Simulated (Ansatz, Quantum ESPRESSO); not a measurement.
# Conductance against width: vacuum gaps between two Li(100) faces, part 3 of 5

Wanted: T at the Fermi level along a series, and its decay constant, for vacuum gaps between two Li(100) faces.

Quantum ESPRESSO 7.5; plane-wave DFT, PBE, GBRV ultrasoft pseudopotentials; cross-check by Ansatz 0.2.0 with PAW datasets.

So far. Step 2 (SCF with pw.x, 5 Å): The run needed 29 iterations to bring the estimated error under 1e-07 Ry; the largest force on any atom, held or free, is 0.17 eV/Å.

## (4) The same in Ansatz, 5 Å

As a check, the same structure is run in Ansatz.

Level of this step: plane-wave DFT, PBE, Ansatz PAW (Ansatz 0.2.0).

input.yaml reads:

```yaml
crystal:
  lattice:
    - [3.44, 0.0, 0.0]
    - [0.0, 3.44, 0.0]
    - [0.0, 0.0, 30.8]
  atoms:
    - { symbol: Li, position: [0.0, 0.0, 0.0] }
    - { symbol: Li, position: [0.5, 0.5, 0.0558441558] }
    - { symbol: Li, position: [0.0, 0.0, 0.1116883117] }
    - { symbol: Li, position: [0.5, 0.5, 0.1675324675] }
    - { symbol: Li, position: [0.0, 0.0, 0.2233766234] }
    - { symbol: Li, position: [0.5, 0.5, 0.2792207792] }
    - { symbol: Li, position: [0.0, 0.0, 0.3350649351] }
    - { symbol: Li, position: [0.5, 0.5, 0.3909090909] }
    - { symbol: Li, position: [0.0, 0.0, 0.5532467532] }
    - { symbol: Li, position: [0.5, 0.5, 0.6090909091] }
    - { symbol: Li, position: [0.0, 0.0, 0.6649350649] }
    - { symbol: Li, position: [0.5, 0.5, 0.7207792208] }
    - { symbol: Li, position: [0.0, 0.0, 0.7766233766] }
    - { symbol: Li, position: [0.5, 0.5, 0.8324675325] }
    - { symbol: Li, position: [0.0, 0.0, 0.8883116883] }
    - { symbol: Li, position: [0.5, 0.5, 0.9441558442] }
kpoints:
  mp_grid: { grid: [7, 7, 1] }
hamiltonian:
  xc: pbe
scf:
  occupations: { method: fermi_dirac, width: 0.1 }
  convergence: { dr2_threshold: 1.0e-08 }
output:
  transmission: { leads: [[0, 2]], e_range: [-0.4, 0.4], de: 0.4, kmesh: [8, 8] }
  write_potential: true
  write_density: true
  volumetric_format: npy
```

Started as:

```bash
$ ansatz run input.yaml --threads 4 --pin off --max-ram 8192MiB --backend cpu --events-out ev --progress --plain --runs-dir out
```

Numbers of over 12 decimals in the logs are rounded to 6 here.

The program printed:

```text
Engine: ansatz 0.2.0, aarch64-unknown-linux-gnu
Pseudopotentials: kind: paw
Pseudopotential: Li, paw, valence charge 3, recommended cutoff 420 eV (normal), Li.paw.azcp
Functional definition: PBE
  parameter kappa = 0.804
  parameter beta = 0.066725
  exchange = pbe_x(kappa = kappa, mu = beta*pi^2/3)
  correlation = pbe_c(beta = beta)
Crystal: 16 atoms, lattice volume = 364.475 Å³
Basis set: ecut = 420 eV, 7099 PW (Γ)
Bands: 40, of which v1, the nominal top of the filled ones, is band 24 counted from 1 (23 counted from 0)
Symmetry: 16 space group operations
Space group: P4/nmm (ITA 129), of the structure as read, at distance tolerance 7.1e-5 Å
k-points: 10 of 49
Non-local potential: Li, projectors of the file, l = 0: 3, l = 1: 2, l = 2: 1
PAW form: soft (Blöchl's): semilocal exchange-correlation on the pseudo side does not see the compensation charge
PAW one-centre angular grid: Li, 110 points (default); XC on 64 Gauss nodes
Initial density: superposition of atomic densities (neutral atoms: chi_scale 0, normalization atom), corrected by the library's trained network
Initial wavefunctions: pseudopotential atomic-orbital guess
Functional: x = pbe(κ = 0.804, μ = 0.219515), c = pbe(β = 0.066725)
SCF iter   1: F=—  HF=-3274.413383 eV  |F-HF|=—  |Δ(HF+E_count)|=         —  Δρ=8.25e-4  dr2=7.22e-2  ethr=1.77e-3  ⟨swp⟩=11.5  Hψ=2517  notcnv=0  defer=9
preconditioner: auto → LDOS  [metal: Δε(μ)=0.022 eV  Ē_g=3.783 eV  σ=0.100 eV  W_gap=0.05  n_scr=46 (ndim 8)  ℏωp=7.8 eV  f_vac=0.042  D(μ)=8.67/eV (n_scr^D=56)  β→1.0]
SCF iter   2: F=—  HF=-3274.410175 eV  |F-HF|=—  |Δ(HF+E_count)|=   3.21e-3  Δρ=4.15e-4  dr2=9.29e-3  ethr=1.50e-4  ⟨swp⟩=1.5  Hψ=490  notcnv=0  defer=8
SCF iter   3: F=—  HF=-3274.411156 eV  |F-HF|=—  |Δ(HF+E_count)|=   9.82e-4  Δρ=1.59e-4  dr2=8.82e-4  ethr=1.93e-5  ⟨swp⟩=1.7  Hψ=392  notcnv=0  defer=8
SCF iter   4: F=—  HF=-3274.411216 eV  |F-HF|=—  |Δ(HF+E_count)|=   5.93e-5  Δρ=4.75e-5  dr2=7.72e-5  ethr=1.84e-6  ⟨swp⟩=1.9  Hψ=412  notcnv=0  defer=8
SCF iter   5: F=—  HF=-3274.411227 eV  |F-HF|=—  |Δ(HF+E_count)|=   1.08e-5  Δρ=1.07e-5  dr2=2.28e-6  ethr=1.61e-7  ⟨swp⟩=2.0  Hψ=425  notcnv=0  defer=8
SCF iter   6: F=—  HF=-3274.411255 eV  |F-HF|=—  |Δ(HF+E_count)|=   2.85e-5  Δρ=2.93e-6  dr2=1.65e-7  ethr=4.76e-9  ⟨swp⟩=1.9  Hψ=434  notcnv=0  defer=8
SCF iter   7: F=-3274.411255 eV  HF=-3274.411255 eV  |F-HF|=1.98e-9  |Δ(HF+E_count)|=   1.34e-8  Δρ=7.03e-7  dr2=5.28e-9  ethr=2.08e-11  ⟨swp⟩=7.9  Hψ=1333  notcnv=0
SCF 1 converged in 7 iterations: F = -3274.411255 eV  dr2 = 5.28e-9
  greatest PAW one-centre occupation: 1.000 electrons in one spin orbital (limit 2), on the Li atom at site 8 (counted from 0), in its partial waves of l = 0
transmission: 60 of 585 steps passed
transmission: 117 of 585 steps passed
[...]
transmission: 585 of 585 steps passed
SCF converged after 7 iterations
Free energy (F): -3274.411255 eV
Harris-Foulkes:  -3274.411255 eV  (|F-HF|=1.98e-9)
Internal energy: -3274.124324 eV  (E = F + TS)
E sigma→0 (E₀):  -3274.267790 eV
Entropy (-TS):   -0.286931 eV (-17.933 meV/atom)
Fermi energy:    0.645374 eV
--- Per-component energies (eV) ---
  E_band       = -1482.041375
  E_kinetic    = 337.651668
  E_local      = -3162.525129  (includes V_loc(G=0)·N_el)
  E_nonlocal   = -532.079605
  E_hartree    = 1141.380965
  E_xc         = -159.842356
  E_vxc        = -205.726789  (∫ρ·V_xc dr)
  E_paw        = -336.110098  (= ΣΔE_a)
  E_vpaw       = -202.122119  (= ΣTr[D̂ρ^β])
  E_aug_tail   = 0.000107  (compensation charges beyond the density's cutoff)
  E_ewald      = -562.599876
  E_smearing   = -0.286931  (= −TS)
  E_closure    = 0.000000  (closes the sum)
  Σ components = -3274.411255   (vs F -3274.411255, Δ=0.00e0)
--- Band table (eV; the first three rows and the last of 10) ---
  k-point 0: bands = [... 20 lower, -2.1426, -1.7390, -1.3849, -0.7869, -0.4567, 0.4187, 0.5902, 1.8232, ... 12 higher]
  k-point 1: bands = [... 20 lower, -1.9495, -1.5490, -1.1925, -0.6032, -0.2643, 0.5879, 0.7745, 1.9579, ... 12 higher]
  k-point 2: bands = [... 20 lower, -1.3717, -0.9844, -0.6276, -0.0770, 0.2720, 1.0034, 1.2091, 1.9633, ... 12 higher]
  k-point 9: bands = [... 20 lower, 1.0551, 1.1810, 1.2681, 1.3805, 1.6755, 1.6815, 2.0465, 2.0973, ... 12 higher]
--- Transmission ---
  basis      : 101 plane waves across, 39 finite elements along
  points     : 15, standing for a mesh of 8 x 8
  energies   : 3 from -0.400000 to 0.400000 eV about the Fermi level, 0.400000 eV apart; the leads are filled to 0.000000 eV, and channels, transmission and decay are at 0.000000 eV
  crystal 0  : Li2, at the sites [0, 2], period 3.4400 Å, over 27.52 Å; its Hamiltonian steps by up to 11.7 meV
    offset         : up to 0.0000 Å between an atom of the period and one for which it stands
    channels       : 1.203125e0 a spin
    conductance    : none, the energies end too early or step too widely for 300 K: set another output.transmission.e_range or a lower de, or, where they end at an eighth of basis.ecutwfc, a higher one
    slowest decay  : 0.2540 /Å at (0.5000, 0.5000)
  junction   : crystal 0 to crystal 0, -0.16 to 27.20 Å
    transmission   : 2.389068e-1 a spin
    conductance    : none, the energies end too early or step too widely for 300 K: set another output.transmission.e_range or a lower de, or, where they end at an eighth of basis.ecutwfc, a higher one
```

Run time: 26 s. Hardware: 4 threads of Arm Neoverse N1, shared host; peak memory 0.72 GiB; 86 s of CPU time.

This step gave:

- free energy: -3274.4113 eV
- energy at zero smearing: -3274.2678 eV
- smearing term TS: 0.2869 eV
- Fermi energy: 0.6454 eV
- symmetry operations: 16
- transmission at the Fermi level, one spin: 0.2389
- step of the lead's Hamiltonian over a period: 11.7 meV

Per spin; mean over the k mesh across the current. Transmission, zone mean against energy, zero at the Fermi level:

```
energy (eV)  transmission, zone mean
     -0.400                    0.160
      0.000                    0.239
      0.400                    0.348
```

Per spin; mean over the k mesh across the current. Open channels, zone mean against energy, zero at the Fermi level:

```
energy (eV)  open channels, zone mean
     -0.400                      1.08
      0.000                      1.20
      0.400                      1.36
```

Ansatz finds T = 0.239 against pwcond's 0.238.

## (5) SCF with pw.x, 6 Å

Level of this step: plane-wave DFT, PBE, GBRV ultrasoft pseudopotentials (Quantum ESPRESSO 7.5).

j1.scf.in reads:

```
&control
  prefix = 'j1.scf'
  outdir = './out'
  pseudo_dir = './pseudo'
  calculation = 'scf'
  tprnfor = .true.
/
&system
  ibrav = 0
  nat = 16
  ntyp = 1
  ecutwfc = 40
  ecutrho = 200
  occupations = 'smearing'
  smearing = 'mv'
  degauss = 0.01
/
&electrons
  conv_thr = 1e-07
  mixing_beta = 0.25
  electron_maxstep = 120
  mixing_mode = 'local-TF'
/
ATOMIC_SPECIES
  Li  6.9400  li_pbe_v1.4.uspp.F.UPF
CELL_PARAMETERS angstrom
  3.44000000000000 0.00000000000000 0.00000000000000
  0.00000000000000 3.44000000000000 0.00000000000000
  0.00000000000000 0.00000000000000 31.80000000000000
ATOMIC_POSITIONS crystal
  Li  0.000000000000 0.000000000000 0.000000000000
  Li  0.500000000000 0.500000000000 0.054088050314
  Li  0.000000000000 0.000000000000 0.108176100629
  Li  0.500000000000 0.500000000000 0.162264150943
  Li  0.000000000000 0.000000000000 0.216352201258
  Li  0.500000000000 0.500000000000 0.270440251572
  Li  0.000000000000 0.000000000000 0.324528301887
  Li  0.500000000000 0.500000000000 0.378616352201
  Li  0.000000000000 0.000000000000 0.567295597484
  Li  0.500000000000 0.500000000000 0.621383647799
  Li  0.000000000000 0.000000000000 0.675471698113
  Li  0.500000000000 0.500000000000 0.729559748428
  Li  0.000000000000 0.000000000000 0.783647798742
  Li  0.500000000000 0.500000000000 0.837735849057
  Li  0.000000000000 0.000000000000 0.891823899371
  Li  0.500000000000 0.500000000000 0.945911949686
K_POINTS automatic
  7 7 1 0 0 0
```

Started as:

```bash
$ OMP_NUM_THREADS=1 mpirun -n 4 pw.x -nk 2 -in j1.scf.in > j1.scf.out
```

The program printed:

```text
[banner, memory and clock lines left out]
Program PWSCF v.7.5 starts
[...]
Message from routine setup:
[...]
number of electrons       =        48.00
     number of Kohn-Sham states=           29
     kinetic-energy cutoff     =      40.0000  Ry
     charge density cutoff     =     200.0000  Ry
[...]
number of k points=    10  Marzari-Vanderbilt smearing, width (Ry)=  0.0100
[...]
Dense  grid:   121487 G-vectors     FFT dimensions: (  30,  30, 288)
[...]
Starting wfcs are   80 randomized atomic wfcs
[...]
estimated scf accuracy    <       3.09315942 Ry
[...]
estimated scf accuracy    <       2.07484360 Ry
[...]
estimated scf accuracy    <       0.14619805 Ry
[...]
estimated scf accuracy    <       0.17375176 Ry
[...]
estimated scf accuracy    <       0.41378421 Ry
[...]
estimated scf accuracy    <       0.06976739 Ry
[...]
estimated scf accuracy    <       0.04066544 Ry
[...]
estimated scf accuracy    <       0.00969651 Ry
[...]
estimated scf accuracy    <       0.01889922 Ry
[...]
estimated scf accuracy    <       0.01846931 Ry
[...]
estimated scf accuracy    <       0.01708717 Ry
[...]
estimated scf accuracy    <       0.02912338 Ry
[...]
estimated scf accuracy    <       0.00457882 Ry
[...]
estimated scf accuracy    <       0.00178169 Ry
[...]
estimated scf accuracy    <       0.00106255 Ry
[...]
estimated scf accuracy    <       0.00033209 Ry
[...]
estimated scf accuracy    <       0.00138222 Ry
[...]
estimated scf accuracy    <       0.00006566 Ry
[...]
estimated scf accuracy    <       0.00003849 Ry
[...]
estimated scf accuracy    <       0.00003501 Ry
[...]
estimated scf accuracy    <       0.00000667 Ry
[...]
estimated scf accuracy    <       0.00000864 Ry
[...]
estimated scf accuracy    <       0.00000325 Ry
[...]
estimated scf accuracy    <       0.00001330 Ry
[...]
estimated scf accuracy    <       0.00000399 Ry
[...]
estimated scf accuracy    <       0.00000124 Ry
[...]
estimated scf accuracy    <       0.00000013 Ry
[...]
estimated scf accuracy    <       0.00000027 Ry
[...]
the Fermi energy is     0.4655 ev
!    total energy              =    -231.49606893 Ry
     estimated scf accuracy    <       0.00000005 Ry
     smearing contrib. (-TS)   =       0.00047495 Ry
     internal energy E=F+TS    =    -231.49654389 Ry
[...]
one-electron contribution =    -281.80179225 Ry
     hartree contribution      =     120.80034345 Ry
     xc contribution           =     -53.93659258 Ry
     ewald contribution        =     -16.55850251 Ry
     convergence has been achieved in  29 iterations
[...]
Total force =     0.007684     Total SCF correction =     0.000310
[...]
```

It took 87 s on 4 MPI ranks; peak memory 0.49 GiB.

Read from the output:

- free energy: -3149.6645 eV
- Fermi energy: 0.4655 eV

## (6) Transmission with pwcond.x, 6 Å

j1.cond.in reads:

```
&inputcond
  outdir = './out'
  prefixt = 'j1.scf'
  tran_file = 'j1.cond.dat'
  bdl = 2.0000000000
  bds = 9.2441860465
  ikind = 1
  ewind = 4.0
  epsproj = 1e-05
  nz1 = 7
  energy0 = 0.4
  denergy = -0.4
/
15
  0.00000000 0.00000000 0.01562500
  0.00000000 0.12500000 0.06250000
  0.00000000 0.25000000 0.06250000
  0.00000000 0.37500000 0.06250000
  0.00000000 0.50000000 0.03125000
  0.12500000 0.12500000 0.06250000
  0.12500000 0.25000000 0.12500000
  0.12500000 0.37500000 0.12500000
  0.12500000 0.50000000 0.06250000
  0.25000000 0.25000000 0.06250000
  0.25000000 0.37500000 0.12500000
  0.25000000 0.50000000 0.06250000
  0.37500000 0.37500000 0.06250000
  0.37500000 0.50000000 0.06250000
  0.50000000 0.50000000 0.01562500
3
```

Started as:

```bash
$ OMP_NUM_THREADS=1 mpirun -n 4 pwcond.x -in j1.cond.in > j1.cond.out
```

The program printed:

```text
[banner, memory and clock lines left out]
Program PWCOND v.7.5 starts
[citation notice left out]

[...]
./out/j1.scf.save/

     IMPORTANT: XC functional enforced from input :
     Exchange-correlation= PBE
                           (   1   4   3   4   0   0   0)
     Any further DFT definition will be discarded
     Please, verify this is what you really want

     Reading collected, re-writing distributed wavefunctions

===== INPUT FILE containing all the regions =====

     GEOMETRY:

     lattice parameter (alat)  =       6.5007  a.u.
[...]
Nchannels of the left tip =            0
 Right moving states:
   k1(2pi/a)   k2(2pi/a)   E-Ef (eV)
 Left moving states:
   k1(2pi/a)   k2(2pi/a)   E-Ef (eV)

 to transmit
          E-Ef(ev), T =    0.0000000   0.0000000
---  E-Ef =   -0.4000000  k =    0.5000000   0.5000000
---  ie =          3  ik =         15
 Nchannels of the left tip =            0
 Right moving states:
   k1(2pi/a)   k2(2pi/a)   E-Ef (eV)
 Left moving states:
   k1(2pi/a)   k2(2pi/a)   E-Ef (eV)

 to transmit
          E-Ef(ev), T =   -0.4000000   0.0000000
   T_tot     0.40000      0.26571E+00
   T_tot     0.00000      0.15509E+00
   T_tot    -0.40000      0.85091E-01

[...]
```

It took 53 s on 4 MPI ranks; peak memory 0.24 GiB.

Numbers from this step:

```
transmission at the Fermi level, one spin : 0.07754
conductance                               : 0.07754 G₀
```

Per spin; mean over the k mesh across the current. Table of transmission, zone mean by energy, zero at the Fermi level:

```
energy (eV)  transmission, zone mean
     -0.400                   0.0425
      0.000                   0.0775
      0.400                    0.133
```

T goes from 0.238 to 0.0775, a factor of 3.1.

## (7) The same in Ansatz, 6 Å

Level of this step: plane-wave DFT, PBE, Ansatz PAW (Ansatz 0.2.0).

input.yaml reads:

```yaml
crystal:
  lattice:
    - [3.44, 0.0, 0.0]
    - [0.0, 3.44, 0.0]
    - [0.0, 0.0, 31.8]
  atoms:
    - { symbol: Li, position: [0.0, 0.0, 0.0] }
    - { symbol: Li, position: [0.5, 0.5, 0.0540880503] }
    - { symbol: Li, position: [0.0, 0.0, 0.1081761006] }
    - { symbol: Li, position: [0.5, 0.5, 0.1622641509] }
    - { symbol: Li, position: [0.0, 0.0, 0.2163522013] }
    - { symbol: Li, position: [0.5, 0.5, 0.2704402516] }
    - { symbol: Li, position: [0.0, 0.0, 0.3245283019] }
    - { symbol: Li, position: [0.5, 0.5, 0.3786163522] }
    - { symbol: Li, position: [0.0, 0.0, 0.5672955975] }
    - { symbol: Li, position: [0.5, 0.5, 0.6213836478] }
    - { symbol: Li, position: [0.0, 0.0, 0.6754716981] }
    - { symbol: Li, position: [0.5, 0.5, 0.7295597484] }
    - { symbol: Li, position: [0.0, 0.0, 0.7836477987] }
    - { symbol: Li, position: [0.5, 0.5, 0.8377358491] }
    - { symbol: Li, position: [0.0, 0.0, 0.8918238994] }
    - { symbol: Li, position: [0.5, 0.5, 0.9459119497] }
kpoints:
  mp_grid: { grid: [7, 7, 1] }
hamiltonian:
  xc: pbe
scf:
  occupations: { method: fermi_dirac, width: 0.1 }
  convergence: { dr2_threshold: 1.0e-08 }
output:
  transmission: { leads: [[0, 2]], e_range: [-0.4, 0.4], de: 0.4, kmesh: [8, 8] }
  write_potential: true
  write_density: true
  volumetric_format: npy
  elf: true
```

Started as:

```bash
$ ansatz run input.yaml --threads 4 --pin off --max-ram 8192MiB --backend cpu --events-out ev --progress --plain --runs-dir out
```

The program printed:

```text
[...]
Crystal: 16 atoms, lattice volume = 376.308 Å³
Basis set: ecut = 420 eV, 7351 PW (Γ)
Bands: 40, of which v1, the nominal top of the filled ones, is band 24 counted from 1 (23 counted from 0)
Symmetry: 16 space group operations
[...]
k-points: 10 of 49
[...]
k-point 9: bands = [... 20 lower, 0.9546, 1.0788, 1.1712, 1.2806, 1.5696, 1.5698, 1.9487, 2.0059, ... 12 higher]
--- Transmission ---
  basis      : 101 plane waves across, 40 finite elements along
  points     : 15, standing for a mesh of 8 x 8
[...]
channels       : 1.203125e0 a spin
[...]
slowest decay  : 0.2561 /Å at (0.5000, 0.5000)
  junction   : crystal 0 to crystal 0, -0.16 to 28.20 Å
    transmission   : 7.749556e-2 a spin
[...]
[key lines of the parts left out:]
SCF converged after 7 iterations
Free energy (F): -3274.365241 eV
Fermi energy:    0.540782 eV
```

Elapsed: 27 s, on 4 threads; peak memory 0.77 GiB; 91 s of CPU time.

This step gave:

- free energy: -3274.3652 eV
- energy at zero smearing: -3274.2200 eV
- smearing term TS: 0.2906 eV
- Fermi energy: 0.5408 eV
- transmission at the Fermi level, one spin: 0.07750
- step of the lead's Hamiltonian over a period: 12 meV

Per spin; mean over the k mesh across the current. The transmission, zone mean by energy, zero at the Fermi level:

```
energy (eV)  transmission, zone mean
     -0.400                   0.0426
      0.000                   0.0775
      0.400                    0.132
```

Ansatz finds T = 0.0775 against pwcond's 0.0775.

[end of part 3 of 5]

[Logs are printed without paths, hosts, clocks, repeated set-up lines and the standing remarks that a program may print on its own settings, such as how far it seeks lower states.]

[Hosts, paths, dates, database ids (printed as entryN), source tags and the programs' standing remarks are cut or masked in the printed files.]

[Maps of the electrostatic potential energy from Ansatz leave out the sawtooth potential of an applied field or a dipole correction, so their vacuum need not be flat; planar profiles and work functions include it.]
